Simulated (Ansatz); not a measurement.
# Relaxing generalised stacking fault on (111) (shuffle set) of a GaAs-GaSb solid solution (48 atoms)

Wanted: the relaxed structure of generalised stacking fault on (111) (shuffle set) of a GaAs-GaSb solid solution (48 atoms) and its electronic structure.

Calculated with Ansatz 0.2.0; Kohn-Sham DFT, PBE, PAW (set soft_2), plane waves.

### 1. Set-up

The cell holds 48 atoms: 24 Ga, 10 Sb and 14 As. Cell: a = 8.267 Å, b = 7.159 Å, c = 20.600 Å, α = 90.0°, β = 79.4°, γ = 90.0°. It derives from GaAs and GaSb. Zinc-blende GaAs lattice (a = 5.8453 Å, the value set for the mixture), cell with z along [111], 2 x 1 x 2 periods; the third cell vector is tilted by 0.917 of 1/2[1-10] and lengthened by 0 Å, so the cell holds one fault (shuffle set); displaced by a Gaussian of 0.01 Å; 10 of 24 As sites given to Sb at random (lattice constant by Vegard's rule between GaAs and GaSb).

Before any run, some limits are plain. Atoms were free to move along the slip, so the relaxation can undo part or all of it. The host structure and its lattice constant were typed by rule, without a check against the phase diagram. No spin–orbit coupling is included, so levels derived from the heavy atoms are approximate.

### 2. Single point at the start

The forces at the start show how far the geometry lies from a minimum of this functional.

File input.yaml:

```yaml
crystal:
  lattice:
    - [8.2665, 0.0, 0.0]
    - [0.0, 7.159, 0.0]
    - [3.78879, 0.0, 20.24871]
  atoms:
    - { symbol: Ga, position: [0.32197, 0.49949, 0.93768] }
    - { symbol: Sb, position: [0.72055, 0.4992, 0.06321] }
    - { symbol: Ga, position: [0.70228, 0.83, 0.10396] }
    - { symbol: As, position: [0.64355, 0.83388, 0.2295] }
    - { symbol: Ga, position: [0.82123, 0.49954, 0.93758] }
    - { symbol: As, position: [0.22242, 0.4992, 0.06177] }
    - { symbol: Ga, position: [0.20239, 0.82928, 0.10454] }
    - { symbol: As, position: [0.14511, 0.834, 0.22878] }
    - { symbol: Ga, position: [0.06981, 0.99956, 0.93837] }
    - { symbol: As, position: [0.47175, 0.99925, 0.06255] }
    - { symbol: Ga, position: [0.45355, 0.33332, 0.10376] }
    - { symbol: As, position: [0.39583, 0.3356, 0.22934] }
    - { symbol: Ga, position: [0.37467, 0.66593, 0.2709] }
    - { symbol: As, position: [0.31824, 0.66478, 0.39516] }
    - { symbol: Ga, position: [0.62785, 0.16793, 0.27045] }
    - { symbol: Sb, position: [0.56979, 0.16633, 0.39564] }
    - { symbol: Ga, position: [0.54721, 0.49978, 0.43723] }
    - { symbol: Sb, position: [0.49356, 0.49925, 0.56253] }
    - { symbol: Ga, position: [0.47649, 0.83457, 0.6035] }
    - { symbol: Sb, position: [0.41543, 0.83417, 0.7283] }
    - { symbol: Ga, position: [0.57218, 0.99944, 0.93813] }
    - { symbol: Sb, position: [0.97125, 0.00078, 0.06254] }
    - { symbol: Ga, position: [0.95065, 0.33452, 0.10452] }
    - { symbol: As, position: [0.89491, 0.33382, 0.22945] }
    - { symbol: Ga, position: [0.8779, 0.6683, 0.26992] }
    - { symbol: Sb, position: [0.81837, 0.66748, 0.3962] }
    - { symbol: Ga, position: [0.12285, 0.16454, 0.27121] }
    - { symbol: As, position: [0.0706, 0.16734, 0.3957] }
    - { symbol: Ga, position: [0.04986, 0.5001, 0.43672] }
    - { symbol: As, position: [0.99268, 0.50078, 0.56304] }
    - { symbol: Ga, position: [0.97412, 0.8358, 0.60407] }
    - { symbol: As, position: [0.91599, 0.83168, 0.72965] }
    - { symbol: Ga, position: [0.30015, 0.99942, 0.43695] }
    - { symbol: As, position: [0.24165, 0.00019, 0.56227] }
    - { symbol: Ga, position: [0.22292, 0.33277, 0.604] }
    - { symbol: As, position: [0.16599, 0.33311, 0.72967] }
    - { symbol: Ga, position: [0.1448, 0.66692, 0.77153] }
    - { symbol: Sb, position: [0.08976, 0.66746, 0.89552] }
    - { symbol: Ga, position: [0.39768, 0.16802, 0.77052] }
    - { symbol: Sb, position: [0.33847, 0.16664, 0.89623] }
    - { symbol: Ga, position: [0.79875, 0.99782, 0.43705] }
    - { symbol: Sb, position: [0.7415, 0.0022, 0.56253] }
    - { symbol: Ga, position: [0.7252, 0.33333, 0.60397] }
    - { symbol: As, position: [0.66477, 0.33141, 0.72925] }
    - { symbol: Ga, position: [0.64861, 0.66722, 0.77169] }
    - { symbol: As, position: [0.58696, 0.66543, 0.89609] }
    - { symbol: Ga, position: [0.89645, 0.16662, 0.77061] }
    - { symbol: Sb, position: [0.84122, 0.16416, 0.8957] }
kpoints:
  mp_grid: { grid: [2, 2, 1] }
hamiltonian:
  xc: pbe
scf:
  occupations: { method: fermi_dirac, width: 0.025 }
output:
  forces: true
```

On the command line:

```bash
$ ansatz run input.yaml --threads 4 --pin off --max-ram 8192MiB --backend cpu --events-out ev --progress --plain --runs-dir out
```

Numbers of over 12 decimals in the logs are rounded to 6 here.

Output:

```text
Engine: ansatz 0.2.0, aarch64-unknown-linux-gnu
Pseudopotentials: kind: paw
Pseudopotential: Ga, paw, valence charge 13, recommended cutoff 420 eV (normal), Ga.paw.azcp
Pseudopotential: Sb, paw, valence charge 15, recommended cutoff 420 eV (normal), Sb.paw.azcp
Pseudopotential: As, paw, valence charge 15, recommended cutoff 420 eV (normal), As.paw.azcp
[... 5 lines on functional and potentials left out ...]
Crystal: 48 atoms, lattice volume = 1198.316 Å³
Basis set: ecut = 420 eV, 23405 PW (Γ), exchange–correlation on 120×96×288 points (8 copies of the dense FFT grid, shifted against one another)
Bands: 384, of which v1, the nominal top of the filled ones, is band 336 counted from 1 (335 counted from 0)
Symmetry: 1 space group operations
Space group: P1 (ITA 1), of the structure as read, at distance tolerance 1.1e-4 Å
k-points: 4
[... 7 lines on functional and potentials left out ...]
Initial density: superposition of atomic densities (neutral atoms: chi_scale 0, normalization atom), corrected by the library's trained network
Initial wavefunctions: pseudopotential atomic-orbital guess
Functional: x = pbe(κ = 0.804, μ = 0.219515), c = pbe(β = 0.066725)
SCF iter   1: F=—  HF=-223631.664817 eV  |F-HF|=—  |Δ(HF+E_count)|=         —  Δρ=1.69e-3  dr2=6.38e-2  ethr=1.77e-3  ⟨swp⟩=6.2  Hψ=5641  notcnv=0  defer=1
preconditioner: auto → LDOS  [insulator: Δε(μ)=0.123 eV  Ē_g=13.503 eV  σ=0.025 eV  W_gap=0.84  n_scr=304 (ndim 8)  ℏωp=22.3 eV  f_vac=0.088  D(μ)=2.95/eV (n_scr^D=4)  ε∞_Penn≈3.7  β→1.0]
SCF iter   2: F=—  HF=-223631.637971 eV  |F-HF|=—  |Δ(HF+E_count)|=   2.68e-2  Δρ=1.46e-3  dr2=6.85e-2  ethr=9.49e-6  ⟨swp⟩=2.5  Hψ=2889  notcnv=0  defer=159
SCF iter   3: F=—  HF=-223631.622014 eV  |F-HF|=—  |Δ(HF+E_count)|=   1.60e-2  Δρ=4.88e-4  dr2=1.27e-2  ethr=9.49e-6  ⟨swp⟩=2.5  Hψ=2477  notcnv=0  defer=159
SCF iter   4: F=—  HF=-223631.618526 eV  |F-HF|=—  |Δ(HF+E_count)|=   3.49e-3  Δρ=9.36e-5  dr2=2.58e-4  ethr=1.88e-6  ⟨swp⟩=2.0  Hψ=2438  notcnv=0  defer=159
SCF iter   5: F=—  HF=-223631.618428 eV  |F-HF|=—  |Δ(HF+E_count)|=   9.79e-5  Δρ=4.44e-5  dr2=3.02e-5  ethr=3.84e-8  ⟨swp⟩=2.0  Hψ=2686  notcnv=0  defer=159
SCF iter   6: F=—  HF=-223631.618577 eV  |F-HF|=—  |Δ(HF+E_count)|=   1.49e-4  Δρ=9.53e-6  dr2=1.45e-6  ethr=4.50e-9  ⟨swp⟩=2.0  Hψ=2589  notcnv=0  defer=159
SCF iter   7: F=—  HF=-223631.618577 eV  |F-HF|=—  |Δ(HF+E_count)|=   4.99e-7  Δρ=3.22e-6  dr2=2.13e-7  ethr=2.16e-10  ⟨swp⟩=2.0  Hψ=2722  notcnv=0  defer=159
SCF iter   8: F=-223631.618577 eV  HF=-223631.618577 eV  |F-HF|=1.11e-8  |Δ(HF+E_count)|=   1.00e-7  Δρ=9.64e-7  dr2=3.18e-8  ethr=1.49e-11  ⟨swp⟩=4.0  Hψ=4582  notcnv=0
SCF 1 converged in 8 iterations: F = -223631.618577 eV  dr2 = 3.18e-8
  greatest PAW one-centre occupation: 0.999 electrons in one spin orbital (limit 2), on the As atom at site 45 (counted from 0), in its partial waves of l = 2
SCF converged after 8 iterations
Free energy (F): -223631.618577 eV
Harris-Foulkes:  -223631.618577 eV  (|F-HF|=1.11e-8)
Internal energy: -223631.610700 eV  (E = F + TS)
E sigma→0 (E₀):  -223631.614638 eV
Entropy (-TS):   -0.007877 eV (-0.164 meV/atom)
Fermi energy:    8.180065 eV
--- Per-component energies (eV) ---
  E_band       = -6969.490251
  E_kinetic    = 6308.545228
  E_local      = -94088.938345  (includes V_loc(G=0)·N_el)
  E_nonlocal   = 4437.163984
  E_hartree    = 45716.259680
  E_xc         = -4152.795352
  E_vxc        = -3466.221282  (∫ρ·V_xc dr)
  E_paw        = -119193.399228  (= ΣΔE_a)
  E_vpaw       = -11592.557352  (= ΣTr[D̂ρ^β])
  E_aug_tail   = -0.002611  (compensation charges beyond the density's cutoff)
  E_ewald      = -62658.444055
  E_smearing   = -0.007877  (= −TS)
  E_closure    = 0.000000  (closes the sum)
  Σ components = -223631.618577   (vs F -223631.618577, Δ=0.00e0)
--- Forces (eV/Å), atoms counted from 1 ---
  atom   1  Ga     0.55304048     0.52378171     0.77395632
  atom   2  Sb     0.11510405     0.08606273    -0.43404966
  atom   3  Ga    -1.05356934     0.81168530     0.92473869
  atom   4  As     0.09639622     0.04933805    -0.16287579
  atom   5  Ga    -1.10334494     0.44021646    -0.17319672
  atom   6  As     0.31184274    -0.00225593     0.11170910
  atom   7  Ga     0.84762958    -0.43209085     0.28964057
  atom   8  As     0.14485944    -0.05387074    -0.01194092
  atom   9  Ga     0.06488627    -0.06371402     0.05456674
  atom  10  As     0.22465789    -0.05554389     0.03806934
  atom  11  Ga    -1.24432406    -0.70762064     0.56979962
  atom  12  As    -0.11751219    -0.20701577    -0.11248896
  atom  13  Ga     0.01455557     0.04151122    -0.02023019
  atom  14  As    -0.05219415     0.13758164     0.08511988
[...]
atom  47  Ga    -0.01706044    -0.08136163    -1.13887377
  atom  48  Sb    -0.15466016     0.21004646    -0.07545025
  max |Σ_I F_I| component: 2.38e-5 eV/Å
```

Elapsed: 45 s, on 4 threads of Arm Neoverse V2, shared host; peak memory 6.2 GiB; 2.9 min of CPU time.

In the SCF lines HF is the Harris–Foulkes energy and dr2 the Hartree energy of the density residual, in eV; the loop may stop once dr2 is under the threshold and the program's other checks hold. Hψ counts applications of the Hamiltonian.

The program notes that it cut back its work space to fit the memory limit.

Numbers from this run:

| Item | Value |
| --- | --- |
| free energy | -223631.6186 eV |
| free energy per atom | -4658.9921 eV/atom |
| SCF cycles | 8 |
| r.m.s. force component | 0.4944 eV/Å |
| longest force | 1.62 eV/Å |
| Fermi energy | 8.18 eV |

The r.m.s. force component of 0.49 eV/Å sets the starting point.

Length of the force by element:

```
element  coordination  atoms  mean length of the force (eV/Å)  spread   least   most
     As           all     14                            0.217  0.0756  0.0626  0.340
     Ga           all     24                             1.11   0.410  0.0484   1.62
     Sb           all     10                            0.284   0.096   0.139  0.457
```

### 3. Relaxation

The atoms are relaxed in the fixed cell, aiming at the force tolerance of the input.

Edit input.yaml of step 2 so:

```diff
@@ -15 +15,4 @@
   forces: true
+relax:
+  f_tol: 0.05
+  max_steps: 86
```

Output:

```text
[...]
Crystal: 48 atoms, lattice volume = 1198.316 Å³
Basis set: ecut = 420 eV, 23405 PW (Γ), exchange–correlation on 120×96×288 points (8 copies of the dense FFT grid, shifted against one another)
Bands: 404, of which v1, the nominal top of the filled ones, is band 336 counted from 1 (335 counted from 0)
Symmetry: 1 space group operations
[...]
k-points: 4
[...]
SCF iter   1: F=—  HF=-223631.663738 eV  |F-HF|=—  |Δ(HF+E_count)|=         —  Δρ=1.69e-3  dr2=6.38e-2  ethr=1.77e-3  ⟨swp⟩=6.0  Hψ=5889  notcnv=0  defer=21
[...]
SCF iter   6: F=-223631.618576 eV  HF=-223631.618577 eV  |F-HF|=7.45e-7  |Δ(HF+E_count)|=   1.43e-6  Δρ=9.44e-6  dr2=1.43e-6  ethr=4.39e-9  ⟨swp⟩=2.0  Hψ=4832  notcnv=0
SCF 1 converged in 6 iterations: F = -223631.618576 eV  dr2 = 1.43e-6
[...]
relax step   1: F+E_penalty+E_count = -223631.61857591 eV  Δ(F+E_penalty+E_count) = +0.000e0 eV  max|allowed force component| = 1.257e0 eV/Å  Δτ_max = 0.0000 Å  (6 SCF iters, dr2 threshold 6.25e-5 eV, accepted)
[...]
relax step   2: F+E_penalty+E_count = -223633.57996938 eV  Δ(F+E_penalty+E_count) = -1.961e0 eV  max|allowed force component| = 2.183e-1 eV/Å  Δτ_max = 0.1947 Å  (6 SCF iters, dr2 threshold 9.87e-5 eV, accepted)
[...]
relax step   3: F+E_penalty+E_count = -223633.68312941 eV  Δ(F+E_penalty+E_count) = -1.032e-1 eV  max|allowed force component| = 1.966e-1 eV/Å  Δτ_max = 0.1332 Å  (7 SCF iters, dr2 threshold 2.98e-6 eV, accepted)
relax step   4: F+E_penalty+E_count = -223633.69278842 eV  Δ(F+E_penalty+E_count) = -9.659e-3 eV  max|allowed force component| = 5.275e-2 eV/Å  Δτ_max = 0.0265 Å  (7 SCF iters, accepted)
[...]
relax step   5: F+E_penalty+E_count = -223633.69395998 eV  Δ(F+E_penalty+E_count) = -1.172e-3 eV  max|allowed force component| = 6.787e-3 eV/Å  Δτ_max = 0.0066 Å  (6 SCF iters, accepted)
SCF converged after 6 iterations
Free energy (F): -223633.693960 eV
[...]
Internal energy: -223633.676855 eV  (E = F + TS)
E sigma→0 (E₀):  -223633.685408 eV
Entropy (-TS):   -0.017105 eV (-0.356 meV/atom)
Fermi energy:    8.127291 eV
[...]
--- Forces (eV/Å), atoms counted from 1 ---
  atom   1  Ga     0.00532077     0.00259597     0.00089015
  atom   2  Sb    -0.00235523     0.00304537    -0.00123091
  atom   3  Ga     0.00277595    -0.00148499     0.00284474
  atom   4  As     0.00026299     0.00171935    -0.00113682
  atom   5  Ga     0.00163681    -0.00116819    -0.00101893
  atom   6  As    -0.00353399    -0.00171369    -0.00083727
  atom   7  Ga     0.00163956    -0.00002391     0.00045846
  atom   8  As     0.00237202    -0.00062449     0.00260282
  atom   9  Ga     0.00123963    -0.00220313     0.00074098
  atom  10  As    -0.00266288    -0.00109670    -0.00380836
  atom  11  Ga     0.00250656     0.00142343     0.00278801
  atom  12  As     0.00133261    -0.00137890    -0.00335933
  atom  13  Ga    -0.00045275    -0.00021224    -0.00202034
  atom  14  As    -0.00073136     0.00205530    -0.00110040
[...]
atom  47  Ga     0.00128119     0.00123906     0.00011278
  atom  48  Sb    -0.00185922    -0.00109318    -0.00075906
  max |Σ_I F_I| component: 2.25e-5 eV/Å
--- Relaxed structure (5 steps of the walk, 5 accepted, 0 SCFs on fresh bases) ---
  F+E_penalty+E_count = -223633.69395998 eV   max|allowed force component| = 6.787e-3 eV/Å
  atoms:
    - { symbol: Ga, position: [0.311585, 0.507644, 0.945368] }
    - { symbol: Sb, position: [0.732453, 0.497982, 0.066943] }
    - { symbol: Ga, position: [0.700968, 0.840713, 0.110569] }
    - { symbol: As, position: [0.651276, 0.832483, 0.230927] }
[...]
- { symbol: Sb, position: [0.816320, 0.163944, 0.893432] }
```

Wall time 3.5 min (4 threads); peak memory 5.3 GiB.

The steps of the relaxation:

```
step  energy less that of the first step (eV)  largest force component (eV/Å)
   1                                   0.0000                          1.2566
   2                                  -1.9614                          0.2183
   3                                  -2.0646                          0.1966
   4                                  -2.0742                          0.0527
   5                                  -2.0754                          0.0068
```

The atoms that moved most (Å):

```
atom      dx      dy      dz  length
Ga23   0.276   0.052   0.086   0.294
 Ga7   0.235  -0.032   0.116   0.264
 Ga5  -0.258   0.028   0.023   0.260
Ga21  -0.164  -0.136   0.118   0.243
 As6   0.195   0.037   0.104   0.224
Sb48  -0.214  -0.002  -0.046   0.219
Ga41   0.161   0.131  -0.064   0.217
Ga37  -0.151  -0.087  -0.118   0.210
```

The relaxation changed the energy by -43.2 meV/atom, and atoms moved by 0.15 Å r.m.s., 0.29 Å at most.

### 4. Structure statistics after relaxation

Bonds before and after, by the cutoffs listed below:

```
 pair  bonds before  bonds after  mean before (Å)  mean after (Å)  spread before (Å)  spread after (Å)
Ga-As            56           56            2.531           2.476              0.014             0.021
Ga-Sb            40           40            2.534           2.615              0.015             0.014
```

Density 5.46 g/cm³, 24.96 Å³ an atom.

Pair distribution functions g(r), in bins of 0.2 Å:

```
r (Å)  total  Ga-Ga  Ga-As  Ga-Sb  As-As  As-Sb  Sb-Sb
 2.40   3.33   0.00  11.40   0.00   0.00   0.00   0.00
 2.60   2.87   0.00   1.56  11.60   0.00   0.00   0.00
 2.80   0.00   0.00   0.00   0.00   0.00   0.00   0.00
 3.00   0.00   0.00   0.00   0.00   0.00   0.00   0.00
 3.20   0.00   0.00   0.00   0.00   0.00   0.00   0.00
 3.40   0.00   0.00   0.00   0.00   0.00   0.00   0.00
 3.60   0.00   0.00   0.00   0.00   0.00   0.00   0.00
 3.80   0.03   0.11   0.00   0.00   0.00   0.00   0.00
 4.00   2.58   5.80   0.00   0.00   6.50   4.35   1.17
 4.20   3.99   6.48   0.00   0.00   7.64   9.66  12.47
 4.40   0.39   1.57   0.00   0.00   0.00   0.00   0.00
 4.60   0.50   0.00   0.98   1.01   0.00   0.00   0.00
 4.80   2.85   0.00   6.03   5.27   0.00   0.00   0.00
 5.00   1.71   0.00   3.10   3.88   0.00   0.00   0.00
 5.20   0.02   0.00   0.05   0.00   0.00   0.00   0.00
 5.40   0.00   0.00   0.00   0.00   0.00   0.00   0.00
 5.60   0.13   0.37   0.00   0.00   0.15   0.21   0.00
 5.80   1.08   1.83   0.00   0.00   2.44   2.71   1.96
 6.00   0.52   1.25   0.00   0.00   0.55   1.06   0.81
 6.20   0.78   0.04   1.57   1.48   0.00   0.00   0.00
 6.40   1.78   0.00   3.82   3.17   0.00   0.00   0.00
 6.60   0.40   0.00   0.50   1.21   0.00   0.00   0.00
 6.80   0.05   0.21   0.00   0.00   0.00   0.00   0.00
 7.00   1.13   2.76   0.00   0.00   1.76   1.64   2.10
 7.20   3.06   4.90   0.00   0.00   7.19   7.61   6.84
 7.40   0.93   1.43   0.92   1.18   0.27   0.19   0.18
 7.60   1.87   0.00   3.83   3.62   0.00   0.00   0.00
 7.80   0.38   0.03   0.75   0.73   0.00   0.00   0.00
```

Bonds by pair of elements; cutoffs follow the first minimum of g(r), held within bounds set by covalent radii, and pairs that aren't listed don't count as bonded:

```
pair A-B  cutoff (Å)  bonds  mean length (Å)  spread (Å)  shortest (Å)  B about A  A about B
   Ga-As        2.93     56             2.48       0.021          2.44       2.33          4
   Ga-Sb        3.05     40             2.62       0.014          2.59       1.67          4
```

How many atoms have how many bonded neighbours:

```
element  mean   4
     As     4  14
     Ga     4  24
     Sb     4  10
```

Bond angles, per cent of each kind in bins of 5°:

```
angle (°)  Ga-As-Ga  As-Ga-Sb  Ga-Sb-Ga  As-Ga-As  Sb-Ga-Sb
  100–105       3.6       8.6       1.7       0.0      20.0
  105–110      50.0      62.9      60.0      28.6      72.0
  110–115      45.2      27.1      38.3      65.3       8.0
  115–120       1.2       1.4       0.0       6.1       0.0
```

Bond angles (no mean is given where the spread exceeds 20°):

```
   angle  count  mean (°)  spread (°)
Ga-As-Ga     84       109         2.6
As-Ga-Sb     70       109         2.6
Ga-Sb-Ga     60       110         2.1
As-Ga-As     49       112         2.1
Sb-Ga-Sb     25       107         2.5
```

Rings of the network by King's shortest-path rule, up to 12 atoms, one path for each pair of neighbours; H, halogens, alkali and alkaline-earth atoms are left out, and the last column divides by all other atoms, bonded or not:

```
ring size (atoms)  rings  per network atom
                6     93              1.94
```

With the cutoffs above, all As atoms have 4, all Ga atoms have 4 and all Sb atoms have 4 bonded neighbours. The Ga-As-Ga angle averages 109° with a spread of 3°. All rings counted have 6 atoms.

[end of part 1 of 2]

[Logs are printed without paths, hosts, clocks, repeated set-up lines and the standing remarks that a program may print on its own settings, such as how far it seeks lower states.]

[Hosts, paths, dates, database ids (printed as entryN), source tags and the programs' standing remarks are cut or masked in the printed files.]
